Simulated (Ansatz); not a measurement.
# P (layered bulk) (P6_3/mmc): converging the G0W0 gap

Wanted: a G0W0 gap for P (layered bulk) (P6_3/mmc) that is converged in bands and cutoff, or an estimate of the limit.

Main program and level: Ansatz 0.2.0; G0W0 on PBEsol, plane waves, PAW; PAW set soft_1.

**1. The structure**

The structure is hexagonal, space group P6_3/mmc (No. 194). Conventional cell: a = 3.209 Å, b = 3.209 Å, c = 9.958 Å, α = 90.00°, β = 90.00°, γ = 120.00°. P has 3 P at 2.23 Å nearest.

The structure was relaxed with PBEsol-D3(BJ). The runs that relaxed it are not among those shown.

**2. 93 empty bands, screening to 60 eV**

G0W0 replaces the xc potential by the self-energy, built once from these orbitals. Only a window of levels is corrected, while the sums run over the empty bands that the input names. This step takes PAW set soft_1 files.

File input.yaml:

```yaml
crystal:
  lattice:
    - [3.2086351658, 0.0, 0.0]
    - [-1.6043175829, 2.778759565, 0.0]
    - [0.0, 0.0, 9.9577943118]
  atoms:
    - { symbol: P, position: [0.3333333333, 0.6666666667, 0.3127686762] }
    - { symbol: P, position: [0.6666666667, 0.3333333333, 0.1872313238] }
    - { symbol: P, position: [0.6666666667, 0.3333333333, 0.8127686762] }
    - { symbol: P, position: [0.3333333333, 0.6666666667, 0.6872313238] }
kpoints:
  mp_grid: { grid: [9, 9, 2] }
hamiltonian:
  xc: pbesol
  pseudopotentials: { kind: paw, azcp: { folder: soft_1 }, xc_functional: pbe }
scf:
  occupations: { method: fixed }
gw:
  n_empty_bands: 93
  ecut_chi: 60
  qp_bands: [v2, c2]
  qp_kpoints: band_edges
  screening: { model: contour_deformation }
```

The run is started by

```bash
ansatz run input.yaml --threads 3 --pin off --max-ram 92160MiB --backend cuda --events-out ev --progress --plain --runs-dir out --devices 1 --max-vram 13GiB
```

Numbers of over 12 decimals in the logs are rounded to 6 here.

The program printed:

```text
GPUs: using 1 of 1 available (devices: 1).
Engine: ansatz 0.2.0, x86_64-unknown-linux-gnu
Pseudopotentials: kind: paw
Pseudopotential: P, paw, valence charge 5, recommended cutoff 420 eV (normal), soft_1/P.paw.azcp
Functional definition: PBEsol
  exchange = pbesol_x
  correlation = pbesol_c
device memory: the entry about to start is reckoned to put 0.7 GiB on a device that reports 34.7 GiB free (of which the cap on the GPU budget leaves the run 13.0 GiB)
GPU FFT provider: cuFFT
GPU libraries: cuBLAS 13.8.2, cuFFT 12.4.0, cuSOLVER 12.3.4
Crystal: 4 atoms, lattice volume = 88.784 Å³
Basis set: ecut = 420 eV, 1761 PW (Γ)
Bands: 14, of which v1, the nominal top of the filled ones, is band 10 counted from 1 (9 counted from 0)
Symmetry: 24 space group operations
Space group: P63/mmc (ITA 194), of the structure as read, at distance tolerance 4.5e-5 Å
k-points: 24 of 162
Non-local potential: P, projectors of the file, l = 0: 2, l = 1: 2, l = 2: 1
PAW form: soft (Blöchl's): semilocal exchange-correlation on the pseudo side does not see the compensation charge
PAW frozen core: P, regenerated for the run's functional, and the local potential with it (the file was generated under x = pbe(κ = 0.804, μ = 0.219515), c = pbe(β = 0.066725))
PAW one-centre angular grid: P, 110 points (default); XC on 64 Gauss nodes
Initial density: superposition of atomic densities (chi_scale 0.1, normalization cell)
Initial wavefunctions: pseudopotential atomic-orbital guess
GPU buffer pool allocated for 41472 grid points (all kernels)
GPU transforms: local potential and band sums: pruned to the plane-wave sphere, on 24×24×72
Functional: x = pbesol(κ = 0.804, μ = 0.123457), c = pbesol(β = 0.046)
SCF iter   1: F=—  HF=-2960.098775 eV  |F-HF|=—  |Δ(HF+E_count)|=         —  Δρ=3.56e-2  dr2=8.60e-1  ethr=3.10e-3  ⟨swp⟩=5.2  Hψ=2078  notcnv=0  defer=35
preconditioner: auto → none  [insulator: Δε(μ)=0.746 eV  Ē_g=8.996 eV  n_scr=6 (ndim 8)  ℏωp=17.6 eV  f_vac=0.000  ε∞_Penn≈4.8]
SCF iter   2: F=—  HF=-2959.858839 eV  |F-HF|=—  |Δ(HF+E_count)|=   2.40e-1  Δρ=1.58e-2  dr2=1.35e-1  ethr=3.10e-3  ⟨swp⟩=2.2  Hψ=613  notcnv=0  defer=47
SCF iter   3: F=—  HF=-2959.822964 eV  |F-HF|=—  |Δ(HF+E_count)|=   3.59e-2  Δρ=1.66e-3  dr2=1.75e-3  ethr=6.74e-4  ⟨swp⟩=2.5  Hψ=536  notcnv=0  defer=48
SCF iter   4: F=—  HF=-2959.822542 eV  |F-HF|=—  |Δ(HF+E_count)|=   4.21e-4  Δρ=3.49e-4  dr2=7.16e-5  ethr=8.77e-6  ⟨swp⟩=3.6  Hψ=705  notcnv=0  defer=46
SCF iter   5: F=—  HF=-2959.822531 eV  |F-HF|=—  |Δ(HF+E_count)|=   1.08e-5  Δρ=3.06e-5  dr2=9.48e-7  ethr=3.58e-7  ⟨swp⟩=2.2  Hψ=571  notcnv=0  defer=46
SCF iter   6: F=-2959.822532 eV  HF=-2959.822532 eV  |F-HF|=5.41e-8  |Δ(HF+E_count)|=   2.15e-7  Δρ=8.45e-6  dr2=4.06e-8  ethr=5.00e-10  ⟨swp⟩=9.2  Hψ=2035  notcnv=0
SCF 1 converged in 6 iterations: F = -2959.822532 eV  dr2 = 4.06e-8
  greatest PAW one-centre occupation: 0.813 electrons in one spin orbital (limit 2), on the P atom at site 2 (counted from 0), in its partial waves of l = 0
device memory: the entry about to start is reckoned to put 0.7 GiB on a device that reports 34.6 GiB free (of which the cap on the GPU budget leaves the run 13.0 GiB)
NSCF: frozen V_eff on 24 k-points, pencils in batches of 32, up to order 56
the band table was solved once the SCF had ended and its energy, with any forces and stress, was formed, with the checks that follow a solve (2388 applications of the Hamiltonian). They found nothing against the state; the energy, forces and stress were not computed again (output.eigenvalues in the input reference)
device memory: the entry about to start is reckoned to put 3.2 GiB on a device that reports 34.7 GiB free (of which the cap on the GPU budget leaves the run 13.0 GiB)
NSCF: frozen V_eff on 24 k-points
G₀W₀ screening: q 1/24
[... further progress lines ...]
device memory: the entry about to start is reckoned to put 0.3 GiB on a device that reports 34.4 GiB free (of which the cap on the GPU budget leaves the run 13.0 GiB)
NSCF: frozen V_eff on 1 k-points
device memory: the entry about to start is reckoned to put 0.3 GiB on a device that reports 34.4 GiB free (of which the cap on the GPU budget leaves the run 13.0 GiB)
NSCF: frozen V_eff on 1 k-points
SCF converged after 6 iterations
Free energy (F): -2959.822532 eV
Harris-Foulkes:  -2959.822532 eV  (|F-HF|=5.41e-8)
Internal energy: -2959.822532 eV  (E = F + TS)
E sigma→0 (E₀):  -2959.822532 eV
Fermi energy:    5.298740 eV
--- Per-component energies (eV) ---
  E_band       = -17.787155
  E_kinetic    = 273.634711
  E_local      = -433.024457  (includes V_loc(G=0)·N_el)
  E_nonlocal   = 131.445251
  E_hartree    = 141.895217
  E_xc         = -287.561397
  E_vxc        = -242.776607  (∫ρ·V_xc dr)
  E_paw        = -2172.857187  (= ΣΔE_a)
  E_vpaw       = -30.856022  (= ΣTr[D̂ρ^β])
  E_aug_tail   = -0.000001  (compensation charges beyond the density's cutoff)
  E_ewald      = -613.539053
  E_core_change = 0.184385  (= ΣΔE_core)
  E_smearing   = -0.000000  (= −TS)
  E_closure    = -0.000000  (closes the sum)
  Σ components = -2959.822532   (vs F -2959.822532, Δ=0.00e0)
--- Band table (eV; the first three rows and the last of 24) ---
  k-point 0: bands = [... 6 lower, 4.5167, 4.5476, 4.5476, 5.1238, 8.4991, 8.4991, 8.5842, 8.5842]
  k-point 1: bands = [... 6 lower, 4.5321, 4.5321, 4.5321, 4.5321, 8.5414, 8.5414, 8.5414, 8.5414]
  k-point 2: bands = [... 6 lower, 3.0695, 4.0592, 4.0924, 5.2044, 7.9420, 8.0852, 9.0571, 9.1676]
  k-point 23: bands = [... 6 lower, 2.3210, 2.3210, 2.8781, 2.8781, 6.2986, 6.2986, 9.8075, 9.8075]
--- G₀W₀: contour deformation, 7 samples at zero and on the imaginary axis and 1 off it, 162 q-points, 93 empty bands' worth ---
  eigenvalues of the whole cell's RPA ε∞ on this k-mesh (on a slab, of 1 + 4πα/V) = 4.1803, 11.7454, 11.7454; static W/v taken at q = 0 is 0.121759
  bands read: the sum over 103 bands ends inside a degenerate multiplet in 14 slots, whose members it reads at an even weight; the widest, k=1: bands 103 to 106 (counted from 1) at 1/4 each
  gw.qp_kpoints: band_edges: 18 of 24 stored k-points solved, in 1 pass; an edge of the gap read off the rows below is read off those points alone
    valence top: of the k-points left out ik 14 came nearest to being solved in a further pass, in band 10 (counted from 1, as in the quasiparticle table): it holds the edge there only if its correction is more favourable than any solved in that band by at least 0.823 eV; those differ by 0.302 eV
    conduction bottom: of the k-points left out ik 14 came nearest to being solved in a further pass, in band 11 (counted from 1, as in the quasiparticle table): it holds the edge there only if its correction is more favourable than any solved in that band by at least 0.642 eV; those differ by 0.304 eV
    ik  band        ε_KS         Σx   Σc(E_QP)       V_xc       Z   E_QP_lin       E_QP  E_QP is
     0     9      4.5476   -16.7046     1.4275   -15.2811  0.7643     4.5516     4.5516  root
     0    10      5.1238   -15.3242     1.6651   -13.4106  0.7459     4.8744     4.8753  root
     0    11      8.4991    -8.8735    -4.3384   -13.9681  0.7414     9.2668     9.2552  root
     0    12      8.4991    -8.8735    -4.3384   -13.9681  0.7414     9.2668     9.2552  root
     1     9      4.5321   -16.6898     1.4295   -15.2624  0.7640     4.5341     4.5341  root
     1    10      4.5321   -16.6898     1.4295   -15.2624  0.7640     4.5341     4.5341  root
     1    11      8.5414    -8.8951    -4.3496   -14.0048  0.7411     9.3139     9.3015  root
     1    12      8.5414    -8.8951    -4.3496   -14.0048  0.7411     9.3139     9.3015  root
     2     9      4.0924   -16.6018     1.5439   -15.0384  0.7606     4.0730     4.0730  root
     2    10      5.2044   -15.3843     1.6063   -13.5428  0.7470     4.9684     4.9691  root
     2    11      7.9420    -8.9509    -4.1138   -13.7906  0.7514     8.6775     8.6679  root
     2    12      8.0852    -8.9375    -4.1795   -13.8636  0.7504     8.8427     8.8318  root
     3     9      4.0757   -16.5848     1.5461   -15.0173  0.7602     4.0543     4.0543  root
     3    10      4.0757   -16.5848     1.5461   -15.0173  0.7602     4.0543     4.0543  root
     3    11      8.0117    -8.9514    -4.1398   -13.8265  0.7509     8.7572     8.7470  root
     3    12      8.0117    -8.9514    -4.1398   -13.8265  0.7509     8.7572     8.7470  root
     4     9      3.2808   -16.6792     1.8491   -14.7636  0.7519     3.2143     3.2144  root
     4    10      5.2833   -15.7200     1.5221   -13.9995  0.7483     5.0844     5.0849  root
     4    11      6.8213    -8.8872    -3.6785   -13.2052  0.7648     7.4673     7.4608  root
     4    12      7.1526    -8.7534    -3.8677   -13.3109  0.7616     7.8510     7.8423  root
     5     9      4.2325   -14.7700     1.8631   -12.6073  0.7367     3.9308     3.9329  root
     5    10      4.2325   -14.7700     1.8631   -12.6073  0.7367     3.9308     3.9329  root
     5    11      6.9690    -8.8364    -3.7605   -13.2604  0.7635     7.6400     7.6325  root
     5    12      6.9690    -8.8364    -3.7605   -13.2604  0.7635     7.6400     7.6325  root
[...]
22     9      2.9970   -16.4081     2.3183   -13.8853  0.7192     2.7916     2.7925  root
    22    10      2.9970   -16.4081     2.3183   -13.8853  0.7192     2.7916     2.7925  root
    22    11      5.9413    -7.0551    -3.3564   -10.8677  0.7706     6.4001     6.3976  root
    22    12      6.7392    -7.6616    -3.6465   -11.8665  0.7583     7.3034     7.2976  root
    23     9      2.8781   -16.1757     2.2980   -13.6628  0.7234     2.6623     2.6632  root
    23    10      2.8781   -16.1757     2.2980   -13.6628  0.7234     2.6623     2.6632  root
    23    11      6.2986    -7.2818    -3.4769   -11.2566  0.7664     6.8001     6.7964  root
    23    12      6.2986    -7.2818    -3.4769   -11.2566  0.7664     6.8001     6.7964  root
```

The job ended after 18 s (1 × NVIDIA H100 80GB HBM3 (shared by 6 runs) with 3 threads of AMD EPYC 7R13 (Zen 3), shared host; peak memory 1.1 GiB).

The column dr2 measures how far the density is from self-consistency, as an energy; F and HF (Harris–Foulkes) agree once it is small.

Numbers from this step:

```yaml
bands_summed: 103
rpa_eps_infinity_on_this_mesh_eigenvalues: 4.180, 11.75, 11.75
plane_waves_in_the_screening_matrix: 97
q_points_in_the_mesh: 162
g0w0_gap_on_the_mesh: 1.310 eV
k_of_the_valence_top: 0.1111, 0.1111, 0
k_of_the_conduction_bottom: 0.3333, 0.3333, 0
starting_gap_on_the_mesh: 0.6426 eV
z_at_the_valence_top: 0.7483
z_at_the_conduction_bottom: 0.7706
least_direct_g0w0_gap_on_the_computed_points: 1.917 eV
```

The gap on the mesh goes from 0.64 eV to 1.31 eV, a correction of +0.67 eV. Between the two edge states, bare exchange in place of the xc potential would open the gap by 5.56 eV, and correlation takes back 4.89 eV.

**3. 370 empty bands, screening to 150 eV**

Another rung: the empty bands reach about as high as the screening cutoff, so the two stay in balance.

Edit input.yaml of step 2 so:

```diff
@@ -18,4 +18,4 @@
 gw:
-  n_empty_bands: 93
-  ecut_chi: 60
+  n_empty_bands: 370
+  ecut_chi: 150.0
   qp_bands: [v2, c2]
```

The program printed:

```text
GPUs: using 1 of 1 available (devices: 1).
[...]
GPU FFT provider: cuFFT
GPU libraries: cuBLAS 13.8.2, cuFFT 12.4.0, cuSOLVER 12.3.4
Crystal: 4 atoms, lattice volume = 88.784 Å³
Basis set: ecut = 420 eV, 1761 PW (Γ)
Bands: 14, of which v1, the nominal top of the filled ones, is band 10 counted from 1 (9 counted from 0)
Symmetry: 24 space group operations
[...]
k-points: 24 of 162
[...]
GPU buffer pool allocated for 41472 grid points (all kernels)
[...]
SCF iter   1: F=—  HF=-2960.098775 eV  |F-HF|=—  |Δ(HF+E_count)|=         —  Δρ=3.56e-2  dr2=8.60e-1  ethr=3.10e-3  ⟨swp⟩=5.2  Hψ=2078  notcnv=0  defer=35
[...]
SCF iter   6: F=-2959.822532 eV  HF=-2959.822532 eV  |F-HF|=5.41e-8  |Δ(HF+E_count)|=   2.15e-7  Δρ=8.45e-6  dr2=4.06e-8  ethr=5.00e-10  ⟨swp⟩=9.2  Hψ=2035  notcnv=0
SCF 1 converged in 6 iterations: F = -2959.822532 eV  dr2 = 4.06e-8
[...]
NSCF: frozen V_eff on 24 k-points, pencils in batches of 32, up to order 56
[...]
NSCF: frozen V_eff on 24 k-points
G₀W₀ screening: q 1/24
[... further progress lines ...]
[...]
SCF converged after 6 iterations
Free energy (F): -2959.822532 eV
[...]
Internal energy: -2959.822532 eV  (E = F + TS)
E sigma→0 (E₀):  -2959.822532 eV
Fermi energy:    5.298740 eV
[...]
--- Band table (eV; the first three rows and the last of 24) ---
  k-point 0: bands = [... 6 lower, 4.5167, 4.5476, 4.5476, 5.1238, 8.4991, 8.4991, 8.5842, 8.5842]
  k-point 1: bands = [... 6 lower, 4.5321, 4.5321, 4.5321, 4.5321, 8.5414, 8.5414, 8.5414, 8.5414]
  k-point 2: bands = [... 6 lower, 3.0695, 4.0592, 4.0924, 5.2044, 7.9420, 8.0852, 9.0571, 9.1676]
  k-point 23: bands = [... 6 lower, 2.3210, 2.3210, 2.8781, 2.8781, 6.2986, 6.2986, 9.8075, 9.8075]
[...]
0     9      4.5476   -16.7046     0.8940   -15.2811  0.7585     4.0145     4.0181  root
     0    10      5.1238   -15.3242     1.2592   -13.4106  0.7407     4.4624     4.4694  root
     0    11      8.4991    -8.8735    -4.7410   -13.9681  0.7369     8.8551     8.8526  root
     0    12      8.4991    -8.8735    -4.7410   -13.9681  0.7369     8.8551     8.8526  root
     1     9      4.5321   -16.6898     0.8973   -15.2624  0.7582     3.9983     4.0020  root
     1    10      4.5321   -16.6898     0.8973   -15.2624  0.7582     3.9983     4.0020  root
     1    11      8.5414    -8.8951    -4.7538   -14.0048  0.7364     8.8998     8.8974  root
     1    12      8.5414    -8.8951    -4.7538   -14.0048  0.7364     8.8998     8.8974  root
[...]
23     9      2.8781   -16.1757     1.9107   -13.6628  0.7199     2.2688     2.2759  root
    23    10      2.8781   -16.1757     1.9107   -13.6628  0.7199     2.2688     2.2759  root
    23    11      6.2986    -7.2818    -3.7495   -11.2566  0.7632     6.5246     6.5239  root
    23    12      6.2986    -7.2818    -3.7495   -11.2566  0.7632     6.5246     6.5239  root
```

Wall time 40 s (1 × NVIDIA H100 80GB HBM3 (shared by 6 runs) with 3 threads); peak memory 1.8 GiB.

This step gave:

| Quantity | Value |
| --- | --- |
| bands summed | 380 |
| RPA ε∞ on this mesh (eigenvalues) | 4.177, 11.45, 11.45 |
| plane waves in the screening matrix | 361 |
| q-points in the mesh | 162 |
| G0W0 gap on the mesh | 1.485 eV |
| k of the valence top | 0.1111, 0.1111, 0 |
| k of the conduction bottom | 0.3333, 0.3333, 0 |
| starting gap on the mesh | 0.6426 eV |
| Z at the valence top | 0.7427 |
| Z at the conduction bottom | 0.7676 |
| least direct G0W0 gap on the computed points | 2.038 eV |

Against the run with 9×9×2 mesh, 93 empty bands, screening to 60 eV, PAW set soft_1 files, the gap moves by +0.17 eV.

**4. The runs together**

Times are wall times on 1 × NVIDIA H100 80GB HBM3 (shared by 6 runs) with 3 threads of AMD EPYC 7R13 (Zen 3), shared host, good to a factor of about two.

| mesh | files | frequency | bands summed | cutoff (eV) | start (eV) | G0W0 (eV) | time | host memory (GiB) |
| --- | --- | --- | --- | --- | --- | --- | --- | --- |
| 9×9×2 | PAW set soft_1 | contour deformation | 103 | 60 | 0.643 | 1.310 | 18 s | 1.1 |
| 9×9×2 | PAW set soft_1 | contour deformation | 380 | 150 | 0.643 | 1.485 | 40 s | 1.8 |

How the two edges are built up, in eV (the quasiparticle level is the starting level plus Σx plus Σc less Vxc):

| run | edge | start | Σx | Σc | Vxc | Z | QP |
| --- | --- | --- | --- | --- | --- | --- | --- |
| 103 bands | valence top | 5.30 | -15.57 | 1.53 | -13.83 | 0.75 | 5.09 |
| 103 bands | conduction bottom | 5.94 | -7.06 | -3.36 | -10.87 | 0.77 | 6.40 |
| 380 bands | valence top | 5.30 | -15.57 | 1.10 | -13.83 | 0.74 | 4.66 |
| 380 bands | conduction bottom | 5.94 | -7.06 | -3.61 | -10.87 | 0.77 | 6.14 |

**5. Results**

- 103 bands, 60 eV: 1.310 eV
- 380 bands, 150 eV: 1.485 eV
- estimated limit in bands and cutoff: 1.55 eV
- mesh and start: 9×9×2, PBEsol

A line in one over the bands through the two rungs gives 1.55 eV, +0.06 eV from the top rung; with two points alone it is an unchecked estimate. The rungs stand 0.24 eV (103 bands) and 0.06 eV (380 bands) from it. From 103 to 380 bands the gap moves by +0.17 eV while the time grows 2.2-fold. Σc changes by −0.43 eV at the valence top and −0.26 eV at the conduction bottom, so the levels themselves move more than the gap between them. The 9×9×2 mesh is coarse for this cell (its supercell is 20 Å along the shortest edge). The RPA ε∞ on it, from the PBEsol start, is 4.18 and 11.45; such meshes misread the long-range screening, most where the gap is narrow.

[Paths, hosts, dates, memory and timing lines, banners, echoed tables and standing remarks are left out of the program output.]

[Logs are printed without paths, hosts, clocks, repeated set-up lines and the standing remarks that a program may print on its own settings, such as how far it seeks lower states.]

[Runs of the session that timed out or met a known fault of the program may be left out.]

[Cells called generated may have been cut or substituted from an entry of the Crystallography Open Database or the Materials Project.]

[Hosts, paths, dates, database ids (printed as entryN), source tags and the programs' standing remarks are cut or masked in the printed files.]
